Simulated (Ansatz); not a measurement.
# Sn wire along [100], 37 atoms a period, H-terminated: bands along the axis, part 2 of 2

Aim: is the Sn wire along [100], 37 atoms a period, H-terminated a metal or a semiconductor?

Ansatz 0.2.0; DFT PBE, plane waves, PAW; relaxation of a wire's period; PAW set soft_1 (the session's first sound run).

So far. Step 2 (Relaxing the period): The cell's length comes to 6.662 Å with spin left out.

**3. The perfect wire**

This step: DFT PBE, plane waves, PAW; bands of a perfect wire; PAW set soft_1 (Ansatz 0.2.0).

At the relaxed period the bands are computed along the axis; those that cross an energy going forward count the channels that a perfect wire would open there.

input.yaml

```yaml
crystal:
  lattice:
    - [22.121, 0.0, 0.0]
    - [0.0, 22.121, 0.0]
    - [0.0, 0.0, 6.6620139557]
  atoms:
    - { symbol: Sn, position: [0.276801463, 0.276801463, 0.997009859] }
    - { symbol: Sn, position: [0.275771484, 0.575166378, 0.000659386] }
    - { symbol: Sn, position: [0.425319515, 0.425319515, 0.998853532] }
    - { symbol: Sn, position: [0.424833622, 0.724228516, 0.000659386] }
    - { symbol: Sn, position: [0.575166378, 0.275771484, 0.000659386] }
    - { symbol: Sn, position: [0.574680485, 0.574680485, 0.998853532] }
    - { symbol: Sn, position: [0.724228516, 0.424833622, 0.000659386] }
    - { symbol: Sn, position: [0.723198537, 0.723198537, 0.997009859] }
    - { symbol: H, position: [0.156258729, 0.455485344, 0.102881078] }
    - { symbol: H, position: [0.455485344, 0.156258729, 0.102881078] }
    - { symbol: H, position: [0.544514656, 0.843741271, 0.102881078] }
    - { symbol: H, position: [0.843741271, 0.544514656, 0.102881078] }
    - { symbol: H, position: [0.231180839, 0.231180839, 0.146624413] }
    - { symbol: H, position: [0.768819161, 0.768819161, 0.146624413] }
    - { symbol: Sn, position: [0.203163188, 0.5, 0.25] }
    - { symbol: Sn, position: [0.350911942, 0.350911942, 0.248940892] }
    - { symbol: Sn, position: [0.350911942, 0.649088058, 0.251059108] }
    - { symbol: Sn, position: [0.5, 0.203163188, 0.25] }
    - { symbol: Sn, position: [0.5, 0.5, 0.25] }
    - { symbol: Sn, position: [0.5, 0.796836812, 0.25] }
    - { symbol: Sn, position: [0.649088058, 0.350911942, 0.251059108] }
    - { symbol: Sn, position: [0.649088058, 0.649088058, 0.248940892] }
    - { symbol: Sn, position: [0.796836812, 0.5, 0.25] }
    - { symbol: H, position: [0.231180839, 0.768819161, 0.353375587] }
    - { symbol: H, position: [0.768819161, 0.231180839, 0.353375587] }
    - { symbol: H, position: [0.156258729, 0.544514656, 0.397118922] }
    - { symbol: H, position: [0.455485344, 0.843741271, 0.397118922] }
    - { symbol: H, position: [0.544514656, 0.156258729, 0.397118922] }
    - { symbol: H, position: [0.843741271, 0.455485344, 0.397118922] }
    - { symbol: Sn, position: [0.275771484, 0.424833622, 0.499340614] }
    - { symbol: Sn, position: [0.276801463, 0.723198537, 0.502990141] }
    - { symbol: Sn, position: [0.424833622, 0.275771484, 0.499340614] }
    - { symbol: Sn, position: [0.425319515, 0.574680485, 0.501146468] }
    - { symbol: Sn, position: [0.574680485, 0.425319515, 0.501146468] }
    - { symbol: Sn, position: [0.575166378, 0.724228516, 0.499340614] }
    - { symbol: Sn, position: [0.723198537, 0.276801463, 0.502990141] }
    - { symbol: Sn, position: [0.724228516, 0.575166378, 0.499340614] }
    - { symbol: H, position: [0.168773134, 0.294064232, 0.565162121] }
    - { symbol: H, position: [0.145738587, 0.617107742, 0.648927271] }
    - { symbol: H, position: [0.294064232, 0.168773134, 0.565162121] }
    - { symbol: H, position: [0.382892258, 0.854261413, 0.648927271] }
    - { symbol: H, position: [0.617107742, 0.145738587, 0.648927271] }
    - { symbol: H, position: [0.705935768, 0.831226866, 0.565162121] }
    - { symbol: H, position: [0.854261413, 0.382892258, 0.648927271] }
    - { symbol: H, position: [0.831226866, 0.705935768, 0.565162121] }
    - { symbol: Sn, position: [0.203150451, 0.344243153, 0.729790334] }
    - { symbol: Sn, position: [0.203150451, 0.655756847, 0.770209666] }
    - { symbol: Sn, position: [0.344243153, 0.203150451, 0.729790334] }
    - { symbol: Sn, position: [0.349893781, 0.5, 0.75] }
    - { symbol: Sn, position: [0.344243153, 0.796849549, 0.770209666] }
    - { symbol: Sn, position: [0.5, 0.349893781, 0.75] }
    - { symbol: Sn, position: [0.5, 0.650106219, 0.75] }
    - { symbol: Sn, position: [0.655756847, 0.203150451, 0.770209666] }
    - { symbol: Sn, position: [0.650106219, 0.5, 0.75] }
    - { symbol: Sn, position: [0.655756847, 0.796849549, 0.729790334] }
    - { symbol: Sn, position: [0.796849549, 0.344243153, 0.770209666] }
    - { symbol: Sn, position: [0.796849549, 0.655756847, 0.729790334] }
    - { symbol: H, position: [0.145738587, 0.382892258, 0.851072729] }
    - { symbol: H, position: [0.168773134, 0.705935768, 0.934837879] }
    - { symbol: H, position: [0.294064232, 0.831226866, 0.934837879] }
    - { symbol: H, position: [0.382892258, 0.145738587, 0.851072729] }
    - { symbol: H, position: [0.617107742, 0.854261413, 0.851072729] }
    - { symbol: H, position: [0.705935768, 0.168773134, 0.934837879] }
    - { symbol: H, position: [0.831226866, 0.294064232, 0.934837879] }
    - { symbol: H, position: [0.854261413, 0.617107742, 0.851072729] }
kpoints:
  mp_grid: { grid: [1, 1, 13] }
  band_path: { path: ["Γ", Z], npoints: 90 }
scf:
  occupations: { method: fermi_dirac, width: 0.05 }
hamiltonian:
  xc: pbe
  pseudopotentials: { kind: paw, azcp: { folder: soft_1 } }
output:
  dos: { e_range: [-5, 4] }
  write_potential: true
  write_density: true
  volumetric_format: npy
```

Command:

```sh
$ ansatz run input.yaml --threads 4 --pin off --max-ram 16384MiB --backend cpu --events-out ev --progress --plain --runs-dir out
```

Numbers of over 12 decimals in the logs are rounded to 6 here.

What it wrote:

```text
[...]
Crystal: 65 atoms, lattice volume = 3259.981 Å³
Basis set: ecut = 420 eV, 63687 PW (Γ)
Bands: 338, of which v1, the nominal top of the filled ones, is band 273 counted from 1 (272 counted from 0)
Symmetry: 8 space group operations
[...]
k-points: 7 of 13
[...]
SCF iter   1: F=—  HF=-223339.161953 eV  |F-HF|=—  |Δ(HF+E_count)|=         —  Δρ=2.94e-2  dr2=3.00e1  ethr=3.10e-3  ⟨swp⟩=6.3  Hψ=10355  notcnv=0  defer=141
[...]
SCF iter  11: F=-223331.148402 eV  HF=-223331.148402 eV  |F-HF|=3.13e-8  |Δ(HF+E_count)|=   7.35e-7  Δρ=7.85e-7  dr2=4.08e-8  ethr=1.83e-11  ⟨swp⟩=16.3  Hψ=12315  notcnv=0
SCF 1 converged in 11 iterations: F = -223331.148402 eV  dr2 = 4.08e-8
[...]
NSCF: frozen V_eff on 91 k-points
WARN: pass on a band path, mesh or list of k-points: the 91 k-points are solved 6 at a time at the most, because the 14.40 GiB of host memory that the pass is priced against does not hold them all with the solver's workspace as planned. The pass can take longer, above all where fewer k-points are solved at a time than the run has threads. As a rule a larger memory budget leaves room for more at once. The budget is what a run with no `--max-ram-frac` typed is planned for, 0.8 of the host's memory or its container's limit. More memory there lifts it, and so does a share over 0.88 that is typed (of such a share the budget is ten elevenths): [rest of the remark cut]
WARN: The input density's exchange-correlation potential varies sharply where the density is thin. Do not read a vacuum level from v_tot or v_xc, or from such a field of the output density. On a cell that repeats whose density bears no net charge and no dipole along the vacuum's axis use v_es (v_loc + v_h of the components); under efield.dipole_correction with no amplitude use v_es + v_field, which holds any external [...]
SCF converged after 11 iterations
Free energy (F): -223331.148402 eV
[...]
Internal energy: -223331.148394 eV  (E = F + TS)
E sigma→0 (E₀):  -223331.148398 eV
Entropy (-TS):   -0.000008 eV (-0.000 meV/atom)
Fermi energy:    0.387301 eV
[...]
--- Band table (eV; the first three rows and the last of 7) ---
  k-point 0: bands = [... 269 lower, -0.3808, -0.3598, -0.3598, -0.1576, 0.9087, 1.7363, 1.7363, 1.8123, ... 61 higher]
  k-point 1: bands = [... 269 lower, -0.4251, -0.3461, -0.3461, -0.2125, 0.9870, 1.7348, 1.7348, 1.8212, ... 61 higher]
  k-point 2: bands = [... 269 lower, -0.5350, -0.3331, -0.3122, -0.3122, 1.1721, 1.5725, 1.5725, 1.7951, ... 61 higher]
  k-point 6: bands = [... 269 lower, -0.7454, -0.7432, -0.7432, -0.6570, 1.1855, 1.2449, 1.2449, 1.3038, ... 61 higher]
```

Elapsed: 1.5 h, on 4 threads of Arm Neoverse V1, shared host; peak memory 12 GiB.

This step gave:

- band gap: 1.066 eV

The electronic bands at the labelled points (eV, zero at the Fermi level; v1 is the highest filled band, c1 the lowest empty one):

| point | v4 | v3 | v2 | v1 | c1 | c2 | c3 | c4 |
| --- | --- | --- | --- | --- | --- | --- | --- | --- |
| Γ | -0.77 | -0.75 | -0.75 | -0.54 | 0.52 | 1.35 | 1.35 | 1.43 |
| halfway | -1.02 | -0.86 | -0.70 | -0.70 | 0.98 | 1.02 | 1.02 | 1.15 |
| Z | -1.17 | -1.17 | -1.10 | -1.10 | 0.79 | 0.85 | 0.85 | 0.92 |

The gap is 1.07 eV, with spin left out.

On this path the gap is direct, 1.07 eV, with the valence top at Γ and the conduction bottom at Γ.

**4. Levels at the same atoms**

This step: DFT r2SCAN, plane waves, PAW; bands of a perfect wire at the PBE geometry; PAW set soft_1 (Ansatz 0.2.0).

The atoms stay at the PBE geometry and the functional changes. r2SCAN also reads the kinetic-energy density; it often gives larger moments and wider gaps than PBE, at a higher cost.

input.yaml, as its differences from that of step 3:

```diff
@@ -72,3 +72,3 @@
 kpoints:
-  mp_grid: { grid: [1, 1, 13] }
+  mp_grid: { grid: [1, 1, 10] }
   band_path: { path: ["Γ", Z], npoints: 90 }
@@ -77,8 +77,3 @@
 hamiltonian:
-  xc: pbe
+  xc: r2scan
   pseudopotentials: { kind: paw, azcp: { folder: soft_1 } }
-output:
-  dos: { e_range: [-5, 4] }
-  write_potential: true
-  write_density: true
-  volumetric_format: npy
```

What it wrote:

```text
Engine: ansatz 0.2.0, aarch64-unknown-linux-gnu
Pseudopotentials: kind: paw
Pseudopotential: Sn, paw, valence charge 14, recommended cutoff 500 eV (meta_gga), soft_1/Sn.paw.azcp
Pseudopotential: H, paw, valence charge 1, recommended cutoff 500 eV (meta_gga), soft_1/H.paw.azcp
Functional definition: r2SCAN
  parameter k0 = 0.174
  parameter k1 = 0.065
  parameter a1 = 4.9479
  exchange = r2scan_x(k0 = k0, k1 = k1, a1 = a1)
  correlation = r2scan_c
Crystal: 65 atoms, lattice volume = 3259.981 Å³
Basis set: ecut = 500 eV, 82721 PW (Γ), exchange–correlation on 648×648×200 points (64 copies of the dense FFT grid, shifted against one another)
Bands: 338, of which v1, the nominal top of the filled ones, is band 273 counted from 1 (272 counted from 0)
Symmetry: 8 space group operations
Space group: P-42m (ITA 111), of the structure as read, at distance tolerance 1.5e-4 Å
k-points: 6 of 10
Non-local potential: Sn, projectors of the file, l = 0: 2, l = 1: 2, l = 2: 2, l = 3: 1
Non-local potential: H, projectors of the file, l = 0: 2, l = 1: 1
PAW form: soft (Blöchl's): semilocal exchange-correlation on the pseudo side does not see the compensation charge
PAW frozen core: Sn, regenerated for the run's functional (the file was generated under x = pbe(κ = 0.804, μ = 0.219515), c = pbe(β = 0.066725))
PAW one-centre angular grid: Sn, 590 points (default); XC on 160 Gauss nodes
PAW one-centre angular grid: H, 302 points (default); XC on 160 Gauss nodes
Initial density: superposition of atomic densities (neutral atoms: chi_scale 0, normalization atom)
Initial wavefunctions: pseudopotential atomic-orbital guess
Functional: x = r2scan, c = r2scan; τ floored in thin density (d = 2e-4 eV/Å³)
SCF iter   1: F=—  HF=-223870.351695 eV  |F-HF|=—  |Δ(HF+E_count)|=         —  Δρ=2.82e-2  dr2=2.70e1  dr2_τ=2.14e-1  ethr=3.10e-3  ⟨swp⟩=6.0  Hψ=7770  notcnv=0  defer=155
preconditioner: auto → Resta (q_TF=auto, 2.026 Å⁻¹)  ε∞=2.1  [insulator: Δε(μ)=1.074 eV  Ē_g=8.213 eV  σ=0.050 eV  W_gap=1.00  n_scr=444 (ndim 8)  ℏωp=8.6 eV  f_vac=0.464  D(μ)=0.00/eV (n_scr^D=0)  ε∞_Penn≈2.1  vacuum switching on, ρ_ref=4.9e-3 e/Å³]
SCF iter   2: F=—  HF=-223866.409290 eV  |F-HF|=—  |Δ(HF+E_count)|=    3.94e0  Δρ=1.27e-2  dr2=6.99e0  dr2_τ=4.57e-2  ethr=3.10e-3  ⟨swp⟩=2.3  Hψ=2716  notcnv=0  defer=321
SCF iter   3: F=—  HF=-223866.670525 eV  |F-HF|=—  |Δ(HF+E_count)|=   2.61e-1  Δρ=5.02e-3  dr2=6.81e0  dr2_τ=1.44e-2  ethr=1.28e-3  ⟨swp⟩=3.0  Hψ=2785  notcnv=0  defer=321
SCF iter   4: F=—  HF=-223865.936153 eV  |F-HF|=—  |Δ(HF+E_count)|=   7.34e-1  Δρ=1.66e-3  dr2=2.75e-1  dr2_τ=2.41e-3  ethr=1.25e-3  ⟨swp⟩=3.2  Hψ=2923  notcnv=0  defer=312
SCF iter   5: F=—  HF=-223865.998542 eV  |F-HF|=—  |Δ(HF+E_count)|=   6.24e-2  Δρ=6.10e-4  dr2=1.60e-2  dr2_τ=4.59e-4  ethr=5.03e-5  ⟨swp⟩=2.5  Hψ=2647  notcnv=0  defer=313
SCF iter   6: F=—  HF=-223866.023827 eV  |F-HF|=—  |Δ(HF+E_count)|=   2.53e-2  Δρ=2.28e-4  dr2=1.90e-3  dr2_τ=4.19e-5  ethr=2.93e-6  ⟨swp⟩=2.0  Hψ=2264  notcnv=0  defer=313
SCF iter   7: F=—  HF=-223866.029881 eV  |F-HF|=—  |Δ(HF+E_count)|=   6.05e-3  Δρ=5.13e-5  dr2=1.93e-4  dr2_τ=4.17e-6  ethr=3.48e-7  ⟨swp⟩=2.5  Hψ=3062  notcnv=0  defer=313
SCF iter   8: F=—  HF=-223866.030196 eV  |F-HF|=—  |Δ(HF+E_count)|=   3.15e-4  Δρ=1.69e-5  dr2=1.91e-5  dr2_τ=2.88e-7  ethr=3.54e-8  ⟨swp⟩=3.0  Hψ=3879  notcnv=0  defer=313
SCF iter   9: F=—  HF=-223866.030493 eV  |F-HF|=—  |Δ(HF+E_count)|=   2.97e-4  Δρ=6.70e-6  dr2=4.89e-6  dr2_τ=6.51e-8  ethr=3.50e-9  ⟨swp⟩=3.0  Hψ=3953  notcnv=0  defer=313
SCF iter  10: F=—  HF=-223866.030496 eV  |F-HF|=—  |Δ(HF+E_count)|=   3.54e-6  Δρ=2.16e-6  dr2=2.95e-7  dr2_τ=4.12e-9  ethr=8.96e-10  ⟨swp⟩=3.0  Hψ=3845  notcnv=0  defer=313
SCF iter  11: F=-223866.030497 eV  HF=-223866.030497 eV  |F-HF|=5.21e-8  |Δ(HF+E_count)|=   8.13e-7  Δρ=7.04e-7  dr2=3.57e-8  dr2_τ=5.94e-10  ethr=1.83e-11  ⟨swp⟩=15.5  Hψ=10130  notcnv=0
SCF 1 converged in 11 iterations: F = -223866.030497 eV  dr2 = 3.57e-8
[...]
NSCF: frozen V_eff on 91 k-points
WARN: pass on a band path, mesh or list of k-points: the 91 k-points are solved 5 at a time at the most, because the 14.40 GiB of host memory that the pass is priced against does not hold them all with the solver's workspace as planned. The pass can take longer, above all where fewer k-points are solved at a time than the run has threads. As a rule a larger memory budget leaves room for more at once. The budget is what a run with no `--max-ram-frac` typed is planned for, 0.8 of the host's memory or its container's limit. More memory there lifts it, and so does a share over 0.88 that is typed (of such a share the budget is ten elevenths): [rest of the remark cut]
```

Elapsed: 71 min, on 4 threads; peak memory 13 GiB.

The run was cut off at the time limit after its SCF cycle had converged; no result of it is taken.

**5. Results**

* cell length, PBE: 6.662 Å
* gap, PBE: 1.07 eV

What this shows: Under PBE the cell's length is 6.66 Å, and a gap of 1.07 eV makes it a semiconductor.

[Logs are printed without paths, hosts, clocks, repeated set-up lines and the standing remarks that a program may print on its own settings, such as how far it seeks lower states.]

[Hosts, paths, dates, database ids (printed as entryN), source tags and the programs' standing remarks are cut or masked in the printed files.]
